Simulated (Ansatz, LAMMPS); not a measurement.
**Glassy 69SiO2-10CaO-10Na2O-10BaO (mol %) (81 atoms) under strain**

How stiff is glassy 69SiO2-10CaO-10Na2O-10BaO (mol %) (81 atoms), and how do its levels respond to strain?

Main program and level: Ansatz 0.2.0; Kohn-Sham DFT, PBE, PAW (set soft_2), plane waves.

### 1. The starting structure

The cell holds 81 atoms: 20 Si, 3 Ca, 6 Na, 3 Ba and 49 O. Its edges and angles: a = 10.400 Å, b = 10.400 Å, c = 10.400 Å, α = 90.0°, β = 90.0°, γ = 90.0°. 81 atoms (20 Si, 3 Ca, 6 Na, 3 Ba, 49 O) placed at random at 2.8 g/cm³, melted at 4000 K for 10 ps at fixed volume with the Morse and Coulomb pair potential with partial charges (Pedone, Malavasi, Menziani, Cormack and Segre, J. Phys. Chem. B 110, 11780 (2006)). Quenched from 4000 K to 300 K at 8 K/ps and fixed volume, held 10 ps at zero pressure.

What the set-up can't give: The quench rate of 8 K/ps is many orders above laboratory rates, so the cell is likely richer in defects and strain than a real sample. The network of bonds at the start is that of the classical potential that made the cell, and needn't be the one that DFT or experiment would give. Sampling is at Γ alone. Spin–orbit coupling is left out, which matters for the levels of the heavy elements.

### 2. Single point at the start

A single point comes first, to see the forces before anything moves.

The input, input.yaml:

```yaml
crystal:
  lattice:
    - [10.39993, 0.0, 0.0]
    - [0.0, 10.39993, 0.0]
    - [0.0, 0.0, 10.39993]
  atoms:
    - { symbol: Si, position: [0.67104, 0.7607, 0.17296] }
    - { symbol: Si, position: [0.54943, 0.59924, 0.86875] }
    - { symbol: Si, position: [0.53176, 0.49592, 0.5924] }
    - { symbol: Si, position: [0.17683, 0.39796, 0.73828] }
    - { symbol: Si, position: [0.27039, 0.65924, 0.84203] }
    - { symbol: Si, position: [0.83558, 0.64651, 0.8007] }
    - { symbol: Si, position: [0.76122, 0.26318, 0.01639] }
    - { symbol: Si, position: [0.3186, 0.13245, 0.66541] }
    - { symbol: Si, position: [0.51622, 0.41968, 0.11017] }
    - { symbol: Si, position: [0.24449, 0.04, 0.94172] }
    - { symbol: Si, position: [0.24678, 0.4917, 0.4702] }
    - { symbol: Si, position: [0.0735, 0.93819, 0.15194] }
    - { symbol: Si, position: [0.85851, 0.80041, 0.53317] }
    - { symbol: Si, position: [0.98046, 0.40967, 0.16915] }
    - { symbol: Si, position: [0.89292, 0.3471, 0.7548] }
    - { symbol: Si, position: [0.25339, 0.27039, 0.12959] }
    - { symbol: Si, position: [0.58076, 0.77577, 0.47027] }
    - { symbol: Si, position: [0.50557, 0.95034, 0.02461] }
    - { symbol: Si, position: [0.80401, 0.04115, 0.20625] }
    - { symbol: Si, position: [0.04086, 0.67788, 0.02682] }
    - { symbol: Ca, position: [0.17223, 0.84473, 0.53416] }
    - { symbol: Ca, position: [0.35945, 0.96931, 0.32206] }
    - { symbol: Ca, position: [0.73309, 0.52714, 0.34654] }
    - { symbol: Na, position: [0.4431, 0.88382, 0.71806] }
    - { symbol: Na, position: [0.95314, 0.49276, 0.50602] }
    - { symbol: Na, position: [0.79278, 0.27433, 0.44005] }
    - { symbol: Na, position: [0.49682, 0.26143, 0.84735] }
    - { symbol: Na, position: [0.34102, 0.6534, 0.23308] }
    - { symbol: Na, position: [0.03651, 0.67528, 0.30614] }
    - { symbol: Ba, position: [0.71883, 0.06335, 0.68276] }
    - { symbol: Ba, position: [0.50869, 0.21059, 0.37836] }
    - { symbol: Ba, position: [0.06425, 0.17547, 0.41601] }
    - { symbol: O, position: [0.35916, 0.94399, 0.99691] }
    - { symbol: O, position: [0.85448, 0.74457, 0.68289] }
    - { symbol: O, position: [0.77992, 0.13021, 0.08276] }
    - { symbol: O, position: [0.71473, 0.85261, 0.51663] }
    - { symbol: O, position: [0.26755, 0.03984, 0.78786] }
    - { symbol: O, position: [0.75701, 0.64058, 0.14736] }
    - { symbol: O, position: [0.5163, 0.03452, 0.162] }
    - { symbol: O, position: [0.85224, 0.49526, 0.74697] }
    - { symbol: O, position: [0.96286, 0.02223, 0.21485] }
    - { symbol: O, position: [0.38482, 0.47495, 0.54259] }
    - { symbol: O, position: [0.20895, 0.7327, 0.73069] }
    - { symbol: O, position: [0.60126, 0.74749, 0.3129] }
    - { symbol: O, position: [0.75208, 0.89846, 0.17902] }
    - { symbol: O, position: [0.14798, 0.45747, 0.59517] }
    - { symbol: O, position: [0.51918, 0.52868, 0.00019] }
    - { symbol: O, position: [0.68979, 0.6599, 0.85121] }
    - { symbol: O, position: [0.19581, 0.69294, 0.97769] }
    - { symbol: O, position: [0.22518, 0.39894, 0.36174] }
    - { symbol: O, position: [0.58038, 0.64019, 0.53871] }
    - { symbol: O, position: [0.03688, 0.3558, 0.8065] }
    - { symbol: O, position: [0.22408, 0.63235, 0.4251] }
    - { symbol: O, position: [0.45966, 0.8576, 0.48886] }
    - { symbol: O, position: [0.12301, 0.99223, 0.01832] }
    - { symbol: O, position: [0.62838, 0.39753, 0.53304] }
    - { symbol: O, position: [0.46638, 0.14413, 0.64934] }
    - { symbol: O, position: [0.95069, 0.65056, 0.9024] }
    - { symbol: O, position: [0.02925, 0.55075, 0.11441] }
    - { symbol: O, position: [0.90239, 0.2771, 0.62104] }
    - { symbol: O, position: [0.85994, 0.35833, 0.07437] }
    - { symbol: O, position: [0.00831, 0.79791, 0.10611] }
    - { symbol: O, position: [0.75322, 0.10711, 0.32561] }
    - { symbol: O, position: [0.42462, 0.68619, 0.83608] }
    - { symbol: O, position: [0.37026, 0.36756, 0.11026] }
    - { symbol: O, position: [0.25353, 0.26607, 0.70218] }
    - { symbol: O, position: [0.95768, 0.91171, 0.52496] }
    - { symbol: O, position: [0.27498, 0.18384, 0.9875] }
    - { symbol: O, position: [0.08959, 0.30742, 0.13753] }
    - { symbol: O, position: [0.57155, 0.00788, 0.89915] }
    - { symbol: O, position: [0.2659, 0.16348, 0.22616] }
    - { symbol: O, position: [0.87322, 0.68366, 0.43676] }
    - { symbol: O, position: [0.54436, 0.48702, 0.75029] }
    - { symbol: O, position: [0.25129, 0.50086, 0.81819] }
    - { symbol: O, position: [0.27088, 0.07106, 0.53502] }
    - { symbol: O, position: [0.62017, 0.31671, 0.04291] }
    - { symbol: O, position: [0.55387, 0.44103, 0.25199] }
    - { symbol: O, position: [0.16528, 0.89853, 0.26732] }
    - { symbol: O, position: [0.56563, 0.80032, 0.06148] }
    - { symbol: O, position: [0.79523, 0.27145, 0.86035] }
    - { symbol: O, position: [0.9258, 0.41047, 0.30247] }
kpoints:
  mp_grid: { grid: [1, 1, 1] }
hamiltonian:
  xc: pbe
scf:
  occupations: { method: gaussian, width: 0.05 }
output:
  forces: true
```

Started as:

```
> ansatz run input.yaml --threads 4 --pin off --max-ram 8192MiB --backend cpu --events-out ev --progress --plain --runs-dir out
```

Numbers of over 12 decimals in the logs are rounded to 6 here.

What it wrote:

```text
Engine: ansatz 0.2.0, aarch64-unknown-linux-gnu
Pseudopotentials: kind: paw
Pseudopotential: Si, paw, valence charge 4, recommended cutoff 420 eV (normal), Si.paw.azcp
Pseudopotential: Ca, paw, valence charge 10, recommended cutoff 420 eV (normal), Ca.paw.azcp
Pseudopotential: Na, paw, valence charge 9, recommended cutoff 420 eV (normal), Na.paw.azcp
Pseudopotential: Ba, paw, valence charge 10, recommended cutoff 420 eV (normal), Ba.paw.azcp
Pseudopotential: O, paw, valence charge 6, recommended cutoff 420 eV (normal), O.paw.azcp
[... 5 lines on functional and potentials left out ...]
Crystal: 81 atoms, lattice volume = 1124.841 Å³
Basis set: ecut = 420 eV, 22119 PW (Γ), exchange–correlation on 144×144×144 points (8 copies of the dense FFT grid, shifted against one another)
Bands: 325, of which v1, the nominal top of the filled ones, is band 244 counted from 1 (243 counted from 0)
Symmetry: 1 space group operations
Space group: P1 (ITA 1), of the structure as read, at distance tolerance 1.0e-4 Å
k-points: 1
[... 11 lines on functional and potentials left out ...]
Initial density: superposition of atomic densities (neutral atoms: chi_scale 0, normalization atom), corrected by the library's trained network
Initial wavefunctions: pseudopotential atomic-orbital guess
Functional: x = pbe(κ = 0.804, μ = 0.219515), c = pbe(β = 0.066725)
SCF iter   1: F=—  HF=-72825.077946 eV  |F-HF|=—  |Δ(HF+E_count)|=         —  Δρ=2.08e-3  dr2=5.61e-2  ethr=1.77e-3  ⟨swp⟩=7.0  Hψ=1651  notcnv=0  defer=61
preconditioner: auto → Resta (q_TF=auto, 2.374 Å⁻¹)  ε∞=3.1  [insulator: Δε(μ)=2.953 eV  Ē_g=16.278 eV  σ=0.050 eV  W_gap=1.00  n_scr=250 (ndim 8)  ℏωp=23.8 eV  f_vac=0.109  D(μ)=0.00/eV (n_scr^D=0)  ε∞_Penn≈3.1]
SCF iter   2: F=—  HF=-72825.082768 eV  |F-HF|=—  |Δ(HF+E_count)|=   4.82e-3  Δρ=1.12e-3  dr2=1.34e-2  ethr=1.15e-5  ⟨swp⟩=2.0  Hψ=531  notcnv=0  defer=63
SCF iter   3: F=—  HF=-72825.085581 eV  |F-HF|=—  |Δ(HF+E_count)|=   2.81e-3  Δρ=5.04e-4  dr2=3.98e-3  ethr=2.74e-6  ⟨swp⟩=2.0  Hψ=409  notcnv=0  defer=21
automatic band count: iteration 3 solves 283 bands in place of 325: the levels show a gap, and the empty bands left out lie too high to hold charge; the band table lists the bands solved (type scf.n_extra_bands for more)
SCF iter   4: F=—  HF=-72825.085980 eV  |F-HF|=—  |Δ(HF+E_count)|=   4.00e-4  Δρ=1.62e-4  dr2=3.26e-4  ethr=8.16e-7  ⟨swp⟩=2.0  Hψ=407  notcnv=0  defer=21
SCF iter   5: F=—  HF=-72825.086060 eV  |F-HF|=—  |Δ(HF+E_count)|=   7.95e-5  Δρ=9.83e-5  dr2=9.67e-5  ethr=6.69e-8  ⟨swp⟩=2.0  Hψ=407  notcnv=0  defer=21
SCF iter   6: F=—  HF=-72825.087725 eV  |F-HF|=—  |Δ(HF+E_count)|=   1.66e-3  Δρ=2.66e-5  dr2=7.74e-6  ethr=1.98e-8  ⟨swp⟩=3.0  Hψ=508  notcnv=0  defer=35
SCF iter   7: F=—  HF=-72825.087730 eV  |F-HF|=—  |Δ(HF+E_count)|=   5.05e-6  Δρ=1.27e-5  dr2=1.62e-6  ethr=1.59e-9  ⟨swp⟩=2.0  Hψ=425  notcnv=0  defer=35
SCF iter   8: F=—  HF=-72825.087730 eV  |F-HF|=—  |Δ(HF+E_count)|=   6.81e-7  Δρ=5.21e-6  dr2=2.96e-7  ethr=3.31e-10  ⟨swp⟩=2.0  Hψ=425  notcnv=0  defer=35
SCF iter   9: F=-72825.087731 eV  HF=-72825.087731 eV  |F-HF|=1.63e-8  |Δ(HF+E_count)|=   1.61e-7  Δρ=1.49e-6  dr2=2.76e-8  ethr=2.05e-11  ⟨swp⟩=4.0  Hψ=936  notcnv=0
SCF 1 converged in 9 iterations: F = -72825.087731 eV  dr2 = 2.76e-8
  greatest PAW one-centre occupation: 0.999 electrons in one spin orbital (limit 2), on the Na atom at site 25 (counted from 0), in its partial waves of l = 0
SCF converged after 9 iterations
Free energy (F): -72825.087731 eV
Harris-Foulkes:  -72825.087731 eV  (|F-HF|=1.63e-8)
Internal energy: -72825.087731 eV  (E = F + TS)
E sigma→0 (E₀):  -72825.087731 eV
Fermi energy:    6.653079 eV
--- Per-component energies (eV) ---
  E_band       = -3024.081217
  E_kinetic    = 11730.649969
  E_local      = -35616.211426  (includes V_loc(G=0)·N_el)
  E_nonlocal   = 3900.467580
  E_hartree    = 13099.555212
  E_xc         = -5927.087308
  E_vxc        = -6845.922211  (∫ρ·V_xc dr)
  E_paw        = -37879.295219  (= ΣΔE_a)
  E_vpaw       = -2392.300764  (= ΣTr[D̂ρ^β])
  E_aug_tail   = 0.124905  (compensation charges beyond the density's cutoff)
  E_ewald      = -22133.291444
  E_smearing   = -0.000000  (= −TS)
  E_closure    = -0.000000  (closes the sum)
  Σ components = -72825.087731   (vs F -72825.087731, Δ=0.00e0)
--- Forces (eV/Å), atoms counted from 1 ---
  atom   1  Si     1.25596499     2.59653055    -1.33107482
  atom   2  Si    -0.00054528    -1.16981421    -1.29332265
  atom   3  Si    -0.92632369     0.94943125     0.33805715
  atom   4  Si    -2.07809102    -1.32221109    -1.16496271
  atom   5  Si    -1.28274879    -1.39105050     0.26184373
  atom   6  Si     0.62827240    -1.99863153    -0.81189349
  atom   7  Si     0.38140850     0.68218543    -0.70471765
  atom   8  Si    -1.46111487    -0.45165293     1.23400883
  atom   9  Si     1.26119367    -1.22099138    -1.96112322
  atom  10  Si     3.13668959     0.29502660     0.75297586
  atom  11  Si     0.37287860     0.76649894     3.47807242
  atom  12  Si    -0.60601238    -2.05387282     0.09206227
  atom  13  Si     0.23069450    -2.00279930     0.52428600
  atom  14  Si    -0.03241249     0.05314012    -6.39616431
[...]
atom  80  O     -0.36317230    -0.96251629    -1.35851300
  atom  81  O     -2.10210383     0.17652533     6.01194966
  max |Σ_I F_I| component: 7.02e-5 eV/Å
```

Run time: 9.9 s. Hardware: 4 threads of Arm Neoverse V1, shared host; peak memory 1.4 GiB; 36 s of CPU time.

The r.m.s. force at the start is 1.6 eV/Å.

[end of part 1 of 5]

[Logs are printed without paths, hosts, clocks, repeated set-up lines and the standing remarks that a program may print on its own settings, such as how far it seeks lower states.]

[Hosts, paths, dates, database ids (printed as entryN), source tags and the programs' standing remarks are cut or masked in the printed files.]
